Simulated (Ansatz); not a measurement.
# Phonons of Ag-Al-Ag stack of (100) layers

The plan: relax Ag-Al-Ag stack of (100) layers, check its phonons, and, if the lattice is stable, compute its Eliashberg function and ρ(T).

Program: Ansatz 0.2.0. Level of theory: DFT PBEsol, scalar-relativistic, plane waves, PAW; PAW set soft_1. Results are calculated unless marked as measured.

Most raw output is cut from this account.

## (1) The structure

The cell holds 3 atoms: 2 Ag and 1 Al. Cell: a = 2.864 Å, b = 2.864 Å, c = 15.050 Å, α = 90.0°, β = 90.0°, γ = 90.0°. Vacuum lies along c.

## (2) Rough relaxation

Large forces or a large pressure at the start call for a first relaxation with loose thresholds.

Input file input.yaml:

```yaml
crystal:
  lattice:
    - [2.86378, 0.0, 0.0]
    - [0.0, 2.86378, 0.0]
    - [0.0, 0.0, 15.05]
  atoms:
    - { symbol: Ag, position: [0.0, 0.0, 0.3654485] }
    - { symbol: Al, position: [0.5, 0.5, 0.5] }
    - { symbol: Ag, position: [0.0, 0.0, 0.6345515] }
  periodic: [true, true, false]
kpoints:
  mp_grid: { grid: [8, 8, 1] }
hamiltonian:
  xc: pbesol
  pseudopotentials: { kind: paw, azcp: { folder: soft_1 }, xc_functional: pbe }
scf:
  occupations: { method: gaussian, width: 0.1 }
output:
  forces: true
  stress: true
  eigenvalues: true
relax:
  adjacent_minimum: "off"
  f_tol: 0.05
  max_steps: 80
  cell: { stress_2d_tol: 0.02 }
```

The run is started by

```sh
ansatz run input.yaml --threads 4 --pin off --max-ram 12288MiB --backend cpu --events-out ev --progress --plain --runs-dir out
```

It took 15 s on 4 threads of Arm Neoverse V1, shared host; peak memory 0.52 GiB; 57 s of CPU time.

Relaxation path:

| step | energy less that of the first step (eV) | largest force component (eV/Å) | volume (Å³) |
| --- | --- | --- | --- |
| 1 | 0.0000 | 0.5762 | 261.62 |
| 2 | -0.1458 | 0.1003 | 251.88 |
| 3 | -0.1496 | 0.0375 | 254.22 |
| 4 | -0.1500 | 0.0090 | 254.13 |
| 5 | -0.1500 | 0.0004 | 254.56 |
| 6 | -0.1500 | 0.0002 | 254.98 |
| 7* | -0.1495 | 0.0001 | 254.98 |

Relaxation steps marked * repeat the geometry before them on a plane-wave basis chosen anew for their cell, so energy and pressure can jump there.

Forces are held to the 16 operations that the run works with; a distortion that breaks them can't arise in this run.

| cell as run | before | after | change |
| --- | --- | --- | --- |
| a (Å) | 2.864 | 2.827 | -1.3 % |
| b (Å) | 2.864 | 2.827 | -1.3 % |

The atoms that moved most (Å, along periodic axes as changes of fractional coordinates times the final cell, across vacuum about the mean position):

| atom | dx | dy | dz | length |
| --- | --- | --- | --- | --- |
| Ag1 | 0.000 | 0.000 | 0.186 | 0.186 |
| Ag3 | 0.000 | 0.000 | -0.186 | 0.186 |

The relaxed structure:

```xyz
3
Lattice="2.8272 0.0000 0.0000 0.0000 2.8272 0.0000 0.0000 0.0000 31.9000" Properties=species:S:1:pos:R:3
Ag    0.0000    0.0000    5.6859
Al    1.4136    1.4136    7.5250
Ag    0.0000    0.0000    9.3641
```

This step gave:

```
metallic on mesh  : yes
gap on the k-mesh : 0 eV
```

The relaxation ends with a largest force component of 1.1e-4 eV/Å.

## (3) Relaxing cell and atoms

Lattice constant and positions set the bands and the force constants, so the cell is relaxed first.

input.yaml, the sections that differ from step 2:

```yaml
crystal:
  lattice:
    - [2.8272310405, 0.0, 0.0]
    - [0.0, 2.8272310405, 0.0]
    - [0.0, 0.0, 31.9000003]
  atoms:
    - { symbol: Ag, position: [0.0, 0.0, 0.1782400633] }
    - { symbol: Al, position: [0.5, 0.5, 0.2358934147] }
    - { symbol: Ag, position: [0.0, 0.0, 0.2935467662] }
  periodic: [true, true, false]
kpoints:
  mp_grid: { grid: [10, 10, 1] }
relax:
  adjacent_minimum: "off"
  f_tol: 0.005
  max_steps: 80
  cell: { stress_2d_tol: 0.02 }
# hamiltonian, scf, output: as in step 2
```

The job ended after 18 s (4 threads; peak memory 0.56 GiB; 68 s of CPU time).

Relaxation path:

| step | energy less that of the first step (eV) | largest force component (eV/Å) | volume (Å³) |
| --- | --- | --- | --- |
| 1 | 0.0000 | 0.0468 | 254.98 |
| 2 | -0.0025 | 0.0304 | 257.05 |
| 3 | -0.0037 | 0.0083 | 259.48 |
| 4 | -0.0037 | 0.0055 | 260.11 |
| 5 | -0.0037 | 0.0000 | 259.96 |
| 6 | -0.0040 | 0.0000 | 259.96 |

The log counts 1 steps on a newly chosen plane-wave basis, not all of them marked here; energy and pressure can jump at such steps.

| cell as run | before | after | change |
| --- | --- | --- | --- |
| a (Å) | 2.827 | 2.855 | +1.0 % |
| b (Å) | 2.827 | 2.855 | +1.0 % |

The atoms that moved most (Å, along periodic axes as changes of fractional coordinates times the final cell, across vacuum about the mean position):

| atom | dx | dy | dz | length |
| --- | --- | --- | --- | --- |
| Ag1 | 0.000 | 0.000 | 0.045 | 0.045 |
| Ag3 | 0.000 | 0.000 | -0.045 | 0.045 |

Final coordinates:

```xyz
3
Lattice="2.8547 0.0000 0.0000 0.0000 2.8547 0.0000 0.0000 0.0000 31.9000" Properties=species:S:1:pos:R:3
Ag    0.0000    0.0000    5.7311
Al    1.4273    1.4273    7.5250
Ag    0.0000    0.0000    9.3189
```

The relaxation ends with a largest force component of 2.4e-5 eV/Å.

## (4) Relaxing tightly for phonons

No force is left; the cell is relaxed once more with another smearing and tight thresholds.

input.yaml, the sections that differ from step 3:

```yaml
crystal:
  lattice:
    - [2.8546879618, 0.0, 0.0]
    - [0.0, 2.8546879618, 0.0]
    - [0.0, 0.0, 31.9000003]
  atoms:
    - { symbol: Ag, position: [0.0, 0.0, 0.1796597214] }
    - { symbol: Al, position: [0.5, 0.5, 0.2358934147] }
    - { symbol: Ag, position: [0.0, 0.0, 0.292127108] }
  periodic: [true, true, false]
scf:
  occupations: { method: methfessel_paxton, width: 0.2 }
relax:
  adjacent_minimum: "off"
  f_tol: 0.001
  max_steps: 60
  cell: { stress_2d_tol: 0.002 }
# kpoints, hamiltonian, output: as in step 3
```

Elapsed: 13 s, on 4 threads; peak memory 0.56 GiB.

Little changed from the start: no atom moved by 0.005 Å and no cell edge by 0.1 %.

## (5) Phonons by linear response: q 2×2×1, k 6×6×1

Couplings are defined for a stable lattice alone, so phonons come first.

input.yaml, the sections that differ from step 4:

```yaml
crystal:
  lattice:
    - [2.8541696863, 0.0, 0.0]
    - [0.0, 2.8541696863, 0.0]
    - [0.0, 0.0, 31.9000003]
  atoms:
    - { symbol: Ag, position: [0.0, 0.0, 0.1796330384] }
    - { symbol: Al, position: [0.5, 0.5, 0.2358934147] }
    - { symbol: Ag, position: [0.0, 0.0, 0.292153791] }
  periodic: [true, true, false]
kpoints:
  mp_grid: { grid: [6, 6, 1] }
output:
  eigenvalues: true
phonons:
  method: dfpt
  qmesh: [2, 2, 1]
  temperatures: { t_max: 1000, t_step: 50 }
  qpath:
    path: [[0.0, 0.0, 0.0], [0.0, 0.5, 0.0], [0.5, 0.5, 0.0], [0.0, 0.0, 0.0]]
    npoints: 10
# hamiltonian, scf: as in step 4
# relax: removed
```

Wall time 63 s (4 threads); peak memory 0.81 GiB.

Numbers from this step:

```
share of imaginary modes in the plain interpolation between solved wavevectors : 0.0148
highest frequency, solved or plainly interpolated                              : 342.2 cm⁻¹
```

Solved on the 2×2×1 mesh alone; all other wavevectors are interpolated. Phonon branches along the path, in cm⁻¹:

| point | branch 1 | branch 2 | branch 3 | branch 4 | branch 5 | branch 6 | branch 7 | branch 8 | branch 9 |
| --- | --- | --- | --- | --- | --- | --- | --- | --- | --- |
| Γ | 0 | 0 | 0 | 65 | 65 | 98 | 198 | 198 | 273 |
| halfway | 28 | 45 | 66 | 74 | 108 | 110 | 194 | 256 | 280 |
| X | 64 | 66 | 73 | 85 | 105 | 144 | 189 | 242 | 342 |
| halfway | 81 | 83 | 109 | 112 | 120 | 135 | 225 | 264 | 330 |
| M | 80 | 98 | 133 | 133 | 143 | 143 | 199 | 318 | 318 |
| halfway | 49 | 77 | 96 | 102 | 112 | 114 | 240 | 271 | 273 |
| Γ | 0 | 0 | 0 | 65 | 65 | 98 | 198 | 198 | 273 |

Lowest modes at the softest wavevector of the mesh. The modes at q = (0.500, 0.000, 0.000) (shares of kinetic energy by element, %):

| mode | frequency (cm⁻¹) | Ag % | Al % |
| --- | --- | --- | --- |
| 1 | 64.5 | 100 | 0 |
| 2 | 66.4 | 100 | 0 |
| 3 | 72.9 | 96 | 4 |
| 4 | 85.0 | 100 | 0 |
| 5 | 104.8 | 76 | 24 |
| 6 | 144.4 | 100 | 0 |

Displacements in mode 1 (64.5 cm⁻¹), the largest set to 1, in the home cell:
```
Ag1 0.00 1.00 0.00
Al2 0.00 0.00 0.00
Ag3 0.00 1.00 0.00
```

Displacements in mode 6 (144.4 cm⁻¹), the largest set to 1, in the home cell:
```
Ag1 1.00 0.00 0.00
Al2 0.00 0.00 0.00
Ag3 1.00 0.00 0.00
```

The modes has structure finer than the step of the table below, so its rows give means over 10 cm⁻¹, whole bins alone (the curve runs from -32.6 to 362 cm⁻¹). Peaks (cm⁻¹: height): Ag 76.5: 0.111, 111.2: 0.0698, 131.0: 0.0621; Al 74.0: 0.00502, 198.0: 0.0247, 215.4: 0.0222, 237.7: 0.0313, 287.3: 0.0135, 304.6: 0.0183, 319.5: 0.0233.

Phonopy on the run's constants, 19x19x1 mesh, Gaussian sigma 2.8 cm⁻¹. Table of modes by wavenumber; means over each step; values in 1/cm⁻¹/cell:

| wavenumber (cm⁻¹) | Ag | Al |
| --- | --- | --- |
| -20 | 0.00802 | 0.00105 |
| -10 | 0.00332 | 4.3e-4 |
| 0 | 7.7e-4 | 9.7e-5 |
| 10 | 0.00469 | 6.4e-4 |
| 20 | 0.00557 | 7.2e-4 |
| 30 | 0.0102 | 0.00129 |
| 40 | 0.0101 | 0.00113 |
| 50 | 0.0178 | 0.00179 |
| 60 | 0.0325 | 0.00184 |
| 70 | 0.0848 | 0.00332 |
| 80 | 0.0942 | 0.00263 |
| 90 | 0.0560 | 6.9e-4 |
| 100 | 0.0492 | 9.4e-4 |
| 110 | 0.0584 | 0.00384 |
| 120 | 0.0513 | 0.00299 |
| 130 | 0.0551 | 0.00220 |
| 140 | 0.0291 | 9.0e-4 |
| 150 | 0.00195 | 2.5e-5 |
| 160 | 4.0e-7 | 0 |
| 170 | 0 | 0 |
| 180 | 1.9e-6 | 1.9e-4 |
| 190 | 3.9e-4 | 0.00954 |
| 200 | 0.00163 | 0.0216 |
| 210 | 0.00177 | 0.0196 |
| 220 | 0.00237 | 0.0167 |
| 230 | 0.00348 | 0.0236 |
| 240 | 0.00567 | 0.0292 |
| 250 | 0.00340 | 0.0247 |
| 260 | 0.00220 | 0.0202 |
| 270 | 0.00132 | 0.0152 |
| 280 | 6.2e-4 | 0.0102 |
| 290 | 5.5e-4 | 0.0108 |
| 300 | 6.0e-4 | 0.0124 |
| 310 | 6.7e-4 | 0.0151 |
| 320 | 8.8e-4 | 0.0210 |
| 330 | 6.1e-4 | 0.0143 |
| 340 | 3.8e-4 | 0.00878 |
| 350 | 1.7e-5 | 4.1e-4 |

No LO-TO term; unit eigenvectors of the mass-weighted matrix. Modes at Γ, with each element's share of the kinetic energy:

| mode | frequency (cm⁻¹) | symmetry | Ag % | Al % |
| --- | --- | --- | --- | --- |
| 1 | 0.0 | unnamed | 89 | 11 |
| 2 | 0.0 | unnamed | 89 | 11 |
| 3 | 0.0 | unnamed | 89 | 11 |
| 4 | 65.2 | Eg | 100 | 0 |
| 5 | 65.2 | Eg | 100 | 0 |
| 6 | 98.3 | A1g | 100 | 0 |
| 7 | 197.9 | Eu | 11 | 89 |
| 8 | 197.9 | Eu | 11 | 89 |
| 9 | 273.0 | A2u | 11 | 89 |

Displacements in mode 4 (65.2 cm⁻¹), the largest set to 1:
```
Ag1 -1.00  0.00  0.00
Al2  0.00  0.00  0.00
Ag3  1.00  0.00  0.00
```

Displacements in mode 9 (273.0 cm⁻¹), the largest set to 1:
```
Ag1  0.00  0.00 -0.13
Al2  0.00  0.00  1.00
Ag3  0.00  0.00 -0.13
```

Among the solved wavevectors the lowest mode, translations apart, is 64.5 cm⁻¹, so these are real on this k mesh.

## (6) Resistivity: q 2×2×1, k 6×6×1, scattering 8×8×1

The cheapest meshes give a first estimate and the cost of a run.

input.yaml, as its differences from that of step 5:

```diff
@@ -26 +26,6 @@
     npoints: 10
+  electrical_resistivity:
+    mesh: [8, 8, 1]
+    temperatures: [20.0, 50.0, 77.0, 100.0, 150.0, 200.0, 300.0, 400.0, 600.0, 800.0]
+  superconductivity: { mesh: [8, 8, 1], eliashberg_equations: false }
+  electron_occupations: "off"
```

Elapsed: 65 s, on 4 threads; peak memory 0.88 GiB.

The run ended with an error.

The program's message: “electrical resistivity: the mode of lowest frequency at the wavevector [0.1250, 0.1250, 0.0000] is imaginary, -21.55 cm⁻¹ (written negative): every mode at the wavevectors of the force constants' own …”

The run stops because a mode is imaginary on the scattering mesh, where no scattering rate is defined; denser k meshes, other smearings and, between solved wavevectors, finer q meshes show whether the instability is real.

## (7) Coupling and resistivity: q 2×2×1, k 8×8×1, scattering 12×12×1

The next rung changes the k mesh of the density and its response; the scattering mesh, which samples the Fermi surface.

input.yaml, as its differences from that of step 6:

```diff
@@ -11,3 +11,3 @@
 kpoints:
-  mp_grid: { grid: [6, 6, 1] }
+  mp_grid: { grid: [8, 8, 1] }
 hamiltonian:
@@ -27,5 +27,4 @@
   electrical_resistivity:
-    mesh: [8, 8, 1]
+    mesh: [12, 12, 1]
     temperatures: [20.0, 50.0, 77.0, 100.0, 150.0, 200.0, 300.0, 400.0, 600.0, 800.0]
-  superconductivity: { mesh: [8, 8, 1], eliashberg_equations: false }
-  electron_occupations: "off"
+  superconductivity: { mesh: [12, 12, 1] }
```

Run time: 95 s. Hardware: 4 threads; peak memory 0.91 GiB.

The run ended with an error.

The program's message: “electrical resistivity: the mode of lowest frequency at the wavevector [0.0833, 0.0833, 0.0000] is imaginary, -20.79 cm⁻¹ (written negative): every mode at the wavevectors of the force constants' own …”

The run stops because a mode is imaginary on the scattering mesh, where no scattering rate is defined; denser k meshes, other smearings and, between solved wavevectors, finer q meshes show whether the instability is real.

## (8) Outcome

```
phonon run of the rows without a label of their own : PBEsol, q 2×2×1, k 6×6×1
softest mode on the q mesh                          : 64.5 cm⁻¹ at q = (0.5, 0, 0)
highest frequency, solved or plainly interpolated   : 342 cm⁻¹
```

No coupling constant or resistivity was obtained: the scattering run stopped at an imaginary mode. The PAW files were made for PBE; under other functionals the run regenerates their frozen core. The structure was built by hand as an ordered model, and its stability against other phases was not tested.

[Logs are printed without paths, hosts, clocks, repeated set-up lines and the standing remarks that a program may print on its own settings, such as how far it seeks lower states.]

[Hosts, paths, dates, database ids (printed as entryN), source tags and the programs' standing remarks are cut or masked in the printed files.]
